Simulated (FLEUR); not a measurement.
# Collinear magnetic orders of Mn3InC with FLEUR, part 3 of 3

A self-consistent run ends on one state, which hangs on the start. Several orders of Mn3InC are started in FLEUR and their energies compared.

FLEUR MaX-R8.1; LDA (VWN); all-electron FLAPW, Dirac cores, scalar-relativistic bands.

So far, largest spin moment in the muffin-tin sphere (μB): step 2 (start 1: ferro +++) 1.74; step 3 (ferrimagnetic, start moments [3.5, 3.5, -3.5, 0.0, 0.0] μB) 2.20.

## (6) Spin–orbit coupling, moments along [001]

Level of this step: LDA (VWN); all-electron FLAPW, Dirac cores, scalar-relativistic bands with spin-orbit coupling (FLEUR).

Spin–orbit coupling ties the spins to the lattice and lets orbital moments form.

A new self-consistent run of the start ferro +++, with the moments along z.

Contents of inp.xml:

```
<?xml version="1.0" encoding="UTF-8" standalone="no"?>
<fleurInput fleurInputVersion="0.39">
   <comment>
      Mn3InC
   </comment>
   <calculationSetup>
      <cutoffs Kmax="4.4" Gmax="13.2" GmaxXC="13.2" numbands="162"/>
      <scfLoop itmax="90" minDistance="0.00002" maxIterBroyd="15" imix="Anderson" alpha="0.05" precondParam="0.0" spinf="2.0" sdNocoIR="T"/>
      <coreElectrons ctail="T" frcor="F" kcrel="0" coretail_lmax="0"/>
      <xcFunctional name="vwn" relativisticCorrections="F"/>
      <magnetism jspins="2"/>
      <soc l_soc="T" theta="0.0" phi="0.0" spav="F"/>
      <expertModes spex="0" secvar="F"/>
      <geometryOptimization l_f="F" forcealpha="1.0" forcemix="BFGS" epsdisp="0.00001" epsforce="0.00001"/>
      <ldaU l_linMix="F" mixParam="0.05" spinf="1.0"/>
   </calculationSetup>
   <cell>
      <bzIntegration valenceElectrons="62.0" mode="hist" fermiSmearingEnergy="0.00293995">
         <kPointListSelection listName="default-1"/>
         <xi:include xmlns:xi="http://www.w3.org/2001/XInclude" href="kpts.xml"> </xi:include>
      </bzIntegration>
      <xi:include xmlns:xi="http://www.w3.org/2001/XInclude" href="sym.xml"> </xi:include>
      <bulkLattice scale="1.0">
         <bravaisMatrix>
            <row-1>    7.4618954077936586     0.0000000000000000     0.0000000000000000</row-1>
            <row-2>    0.0000000000000000     7.4618954077936586     0.0000000000000000</row-2>
            <row-3>    0.0000000000000000     0.0000000000000000     7.4618954077936586</row-3>
         </bravaisMatrix>
      </bulkLattice>
   </cell>
   <atomSpecies>
      <species name="Manganese 3.502" element="Mn" atomicNumber="25">
         <mtSphere radius="2.32" gridPoints="767" logIncrement="0.016"/>
         <atomicCutoffs lmax="8" lnonsphr="6"/>
         <electronConfig flipSpins="F">
            <coreConfig>(1s1/2) (2s1/2) (2p1/2) (2p3/2)</coreConfig>
            <valenceConfig>(3s1/2) (3p1/2) (3p3/2) (4s1/2) (3d3/2) (3d5/2)</valenceConfig>
            <stateOccupation state="(3d3/2)" spinUp="1.251" spinDown="0.749"/>
            <stateOccupation state="(3d5/2)" spinUp="3.0" spinDown="0.0"/>
         </electronConfig>
         <energyParameters s="4" p="4" d="3" f="4"/>
         <lo type="SCLO" l="0" n="3" eDeriv="0"/>
         <lo type="SCLO" l="1" n="3" eDeriv="0"/>
      </species>
      <species name="Indium (In)" element="In" atomicNumber="49">
         <mtSphere radius="2.8" gridPoints="925" logIncrement="0.014"/>
         <atomicCutoffs lmax="10" lnonsphr="8"/>
         <electronConfig flipSpins="F">
            <coreConfig>(1s1/2) (2s1/2) (2p1/2) (2p3/2) (3s1/2) (3p1/2) (3p3/2) (4s1/2) (3d3/2) (3d5/2) (4p1/2) (4p3/2)</coreConfig>
            <valenceConfig>(5s1/2) (4d3/2) (4d5/2) (5p1/2) (5p3/2)</valenceConfig>
            <stateOccupation state="(5p1/2)" spinUp="0.166667" spinDown="0.166667"/>
            <stateOccupation state="(5p3/2)" spinUp="0.333333" spinDown="0.333333"/>
         </electronConfig>
         <energyParameters s="5" p="5" d="5" f="4"/>
         <lo type="SCLO" l="2" n="4" eDeriv="0"/>
      </species>
      <species name="Carbon (C)" element="C" atomicNumber="6">
         <mtSphere radius="1.31" gridPoints="433" logIncrement="0.023"/>
         <atomicCutoffs lmax="6" lnonsphr="4"/>
         <electronConfig flipSpins="F">
            <coreConfig>(1s1/2)</coreConfig>
            <valenceConfig>(2s1/2) (2p1/2) (2p3/2)</valenceConfig>
            <stateOccupation state="(2p1/2)" spinUp="0.333333" spinDown="0.333333"/>
            <stateOccupation state="(2p3/2)" spinUp="0.666667" spinDown="0.666667"/>
         </electronConfig>
         <energyParameters s="2" p="2" d="3" f="4"/>
      </species>
   </atomSpecies>
   <atomGroups>
      <atomGroup species="Manganese 3.502">
         <relPos label="                   1">1.000/2.000 .0000000000 .0000000000</relPos>
         <relPos label="                   3">.0000000000 1.000/2.000 .0000000000</relPos>
         <force calculate="T" relaxXYZ="TTT"/>
      </atomGroup>
      <atomGroup species="Manganese 3.502">
         <relPos label="                   2">.0000000000 .0000000000 1.000/2.000</relPos>
         <force calculate="T" relaxXYZ="TTT"/>
      </atomGroup>
      <atomGroup species="Indium (In)">
         <relPos label="                   4">1.000/2.000 1.000/2.000 1.000/2.000</relPos>
         <force calculate="T" relaxXYZ="TTT"/>
      </atomGroup>
      <atomGroup species="Carbon (C)">
         <relPos label="                   5">.0000000000 .0000000000 .0000000000</relPos>
         <force calculate="T" relaxXYZ="TTT"/>
      </atomGroup>
   </atomGroups>
   <output dos="F" band="F" slice="F">
      <bandDOS minEnergy="-.5*Htr" maxEnergy="0.5*Htr" sigma="0.015" storeEVData="T"/>
      <plotting iplot="0" polar="F">
         <plot TwoD="T" vec1="  1.0  0.0  0.0" vec2="  0.0  1.0  0.0" vec3="  0.0  0.0  1.0" zero="  0.0  0.0  0.0" file="plot"/>
      </plotting>
      <moessbauerParams electricFieldGradient="F" isomerShift="F" coreHyperfine="F" valenceHyperfine="F"/>
   </output>
</fleurInput>
```

Contents of crystal.txt:

```
Mn3InC
&input film=F cartesian=F /
3.94866500000  0.00000000000  0.00000000000
0.00000000000  3.94866500000  0.00000000000
0.00000000000  0.00000000000  3.94866500000
1.8897261246
1.0 1.0 1.0

5
25 0.50000000000  0.00000000000  0.00000000000 : 3.502
25 0.00000000000  0.00000000000  0.50000000000 : 3.502
25 0.00000000000  0.50000000000  0.00000000000 : 3.502
49 0.50000000000  0.50000000000  0.50000000000
6 0.00000000000  0.00000000000  0.00000000000

&soc 0.0000000 0.0000000 /
&kpt div1=8 div2=8 div3=8 gamma=T /
```

Run with:

```bash
> OMP_NUM_THREADS=1 inpgen -f crystal.txt > inpgen.log  # inp.xml is then edited as shown
> OMP_NUM_THREADS=1 mpirun -n 4 fleur_MPI > fleur.log
```

The program printed:

```text
[banner, memory and clock lines left out]
Welcome to FLEUR        (www.flapw.de)
      MaX-Release 8.1          (www.max-centre.eu)

 ========== k-point set info ==========
 Selected k-point list: default-1
 k-point list type: mesh
 0 x 0 x 0
 Number of k points: 92

 [... set-up left out ...]
 Iteration:     1   Distance:      20.84809213 me/bohr^3
Nuclear radius smaller than smallest radial mesh point for atom type 4 -- skipping its core isomer shift
 Iteration:     2   Distance:      17.43214441 me/bohr^3
Nuclear radius smaller than smallest radial mesh point for atom type 4 -- skipping its core isomer shift
 Iteration:     3   Distance:      12.22020341 me/bohr^3
Nuclear radius smaller than smallest radial mesh point for atom type 4 -- skipping its core isomer shift
 Iteration:     4   Distance:      11.36945709 me/bohr^3
Nuclear radius smaller than smallest radial mesh point for atom type 4 -- skipping its core isomer shift
 Iteration:     5   Distance:      10.37870147 me/bohr^3
Nuclear radius smaller than smallest radial mesh point for atom type 4 -- skipping its core isomer shift
 Iteration:     6   Distance:      12.23176732 me/bohr^3
Nuclear radius smaller than smallest radial mesh point for atom type 4 -- skipping its core isomer shift
 Iteration:     7   Distance:       6.55845884 me/bohr^3
Nuclear radius smaller than smallest radial mesh point for atom type 4 -- skipping its core isomer shift
 Iteration:     8   Distance:       5.85585657 me/bohr^3
Nuclear radius smaller than smallest radial mesh point for atom type 4 -- skipping its core isomer shift
 Iteration:     9   Distance:       4.21787151 me/bohr^3
Nuclear radius smaller than smallest radial mesh point for atom type 4 -- skipping its core isomer shift
 Iteration:    10   Distance:       3.83600946 me/bohr^3
Nuclear radius smaller than smallest radial mesh point for atom type 4 -- skipping its core isomer shift
[... 18 iterations left out ...]
 Iteration:    29   Distance:       0.00065473 me/bohr^3
Nuclear radius smaller than smallest radial mesh point for atom type 4 -- skipping its core isomer shift
 Iteration:    30   Distance:       0.00057320 me/bohr^3
Nuclear radius smaller than smallest radial mesh point for atom type 4 -- skipping its core isomer shift
 Iteration:    31   Distance:       0.00032463 me/bohr^3
Nuclear radius smaller than smallest radial mesh point for atom type 4 -- skipping its core isomer shift
 Iteration:    32   Distance:       0.00027730 me/bohr^3
Nuclear radius smaller than smallest radial mesh point for atom type 4 -- skipping its core isomer shift
 Iteration:    33   Distance:       0.00019455 me/bohr^3
Nuclear radius smaller than smallest radial mesh point for atom type 4 -- skipping its core isomer shift
 Iteration:    34   Distance:       0.00014763 me/bohr^3
Nuclear radius smaller than smallest radial mesh point for atom type 4 -- skipping its core isomer shift
 Iteration:    35   Distance:       0.00011084 me/bohr^3
Nuclear radius smaller than smallest radial mesh point for atom type 4 -- skipping its core isomer shift
 Iteration:    36   Distance:       0.00004226 me/bohr^3
Nuclear radius smaller than smallest radial mesh point for atom type 4 -- skipping its core isomer shift
 Iteration:    37   Distance:       0.00003189 me/bohr^3
Nuclear radius smaller than smallest radial mesh point for atom type 4 -- skipping its core isomer shift
 Iteration:    38   Distance:       0.00001964 me/bohr^3

 ********************************************************************
 Run finished successfully
 Stop message:
   all done
 ********************************************************************

--- out.xml (last complete iteration) ---
<iteration numberForCurrentRun="   38" overallNumber="   38">
         [... left out ...]
         <bandgap value="0.0000000000" units="eV"/>
         <sumValenceSingleParticleEnergies value="-31.3987481668" units="Htr"/>
         <FermiEnergy value="0.4192762105" units="Htr"/>
         [... left out ...]
         <magneticMomentsInMTSpheres units="muBohr">
            <globalMagMoment atomType="1" vec="0.00000   0.00000   1.73530"/>
            <globalMagMoment atomType="2" vec="0.00000   0.00000   1.73270"/>
            <globalMagMoment atomType="3" vec="0.00000   0.00000  -0.07448"/>
            <globalMagMoment atomType="4" vec="0.00000   0.00000  -0.09336"/>
         </magneticMomentsInMTSpheres>
         <orbitalMomentsInMTSpheres units="muBohr">
            <globalMagMoment atomType="1" vec="0.00000   0.00000   0.04636"/>
            <globalMagMoment atomType="2" vec="0.00000   0.00000   0.03684"/>
            <globalMagMoment atomType="3" vec="0.00000   0.00000  -0.00057"/>
            <globalMagMoment atomType="4" vec="0.00000   0.00000   0.00047"/>
         </orbitalMomentsInMTSpheres>
         [... left out ...]
         <totalEnergy value="    -9385.6289368296" units="Htr">
            <sumOfEigenvalues value="    -5551.9505165117">
               <coreElectrons value="-5520.5517683450"/>
               <valenceElectrons value="-31.3987481668"/>
            </sumOfEigenvalues>
         [... left out ...]
            <freeEnergy value="-9385.6334235246"/>
            <extrapolationTo0K value="-9385.6311801771"/>
         </totalEnergy>
         <densityConvergence units="me/bohr^3">
            <chargeDensity spin="1" distance="0.0000108686"/>
            <chargeDensity spin="2" distance="0.0000128219"/>
            <overallChargeDensity distance="0.0000133975"/>
            <spinDensity distance="0.0000196358"/>
         </densityConvergence>
      </iteration>
```

Wall time 15 min (4 MPI ranks of Arm Neoverse V1, shared host); peak memory 1 GiB; 61 min of CPU time.

Spin moment in the muffin-tin sphere by atom:

```
atom  spin moment in the muffin-tin sphere (μB)
 Mn1                                       1.74
 Mn2                                       1.73
 Mn3                                       1.74
 In4                                      -0.07
  C5                                      -0.09
```

Numbers from this step:

```yaml
free_energy: -255396.0963 eV
program_s_band_gap_on_this_mesh_in_a_metal_only_a_level_spacing: 0 eV
magnetization: 5.070 μB
final_state: ferromagnetic, with opposed induced moments
orbital_moment_along_the_spin: 0.04636 μB
```

Orbital moment in the sphere, along the spin axis by atom:

```
atom  orbital moment in the sphere, along the spin axis (μB)
 Mn1                                                  0.0464
 Mn2                                                  0.0368
 Mn3                                                  0.0464
 In4                                                 -0.0006
  C5                                                  0.0005
```

## (7) Results

```yaml
lowest_state_found: ferromagnetic (typed ferro +++)
largest_site_spin_moment: 1.74 μB
next_finished_state: ferrimagnetic, 47.5 meV a seeded atom higher
energy_gained_by_spin_polarisation: 154 meV a seeded atom
orbital_moment_on_the_atom_of_largest_spin_along_its_spin_spin_orbit_run: 0.0464 μB
```

What this shows: The lowest state found is ferromagnetic, reached from the start ferro +++, with moments up to 1.74 μB. The next finished state costs 48 meV a seeded atom. On the atom of largest spin the orbital moment is almost quenched. Only 3 starts were tried; other patterns of signs, canted and longer-period orders were not.

[Logs and program files are shortened in this print: banners, set-up blocks, solver, clock and traceback lines can be left out without a mark of their own.]

[Logs are printed without paths, hosts, clocks, repeated set-up lines and the standing remarks that a program may print on its own settings, such as how far it seeks lower states.]

[Hosts, paths, dates, database ids (printed as entryN), source tags and the programs' standing remarks are cut or masked in the printed files.]

[Where a cell is said to come from a database of computed structures, the database is the Materials Project.]
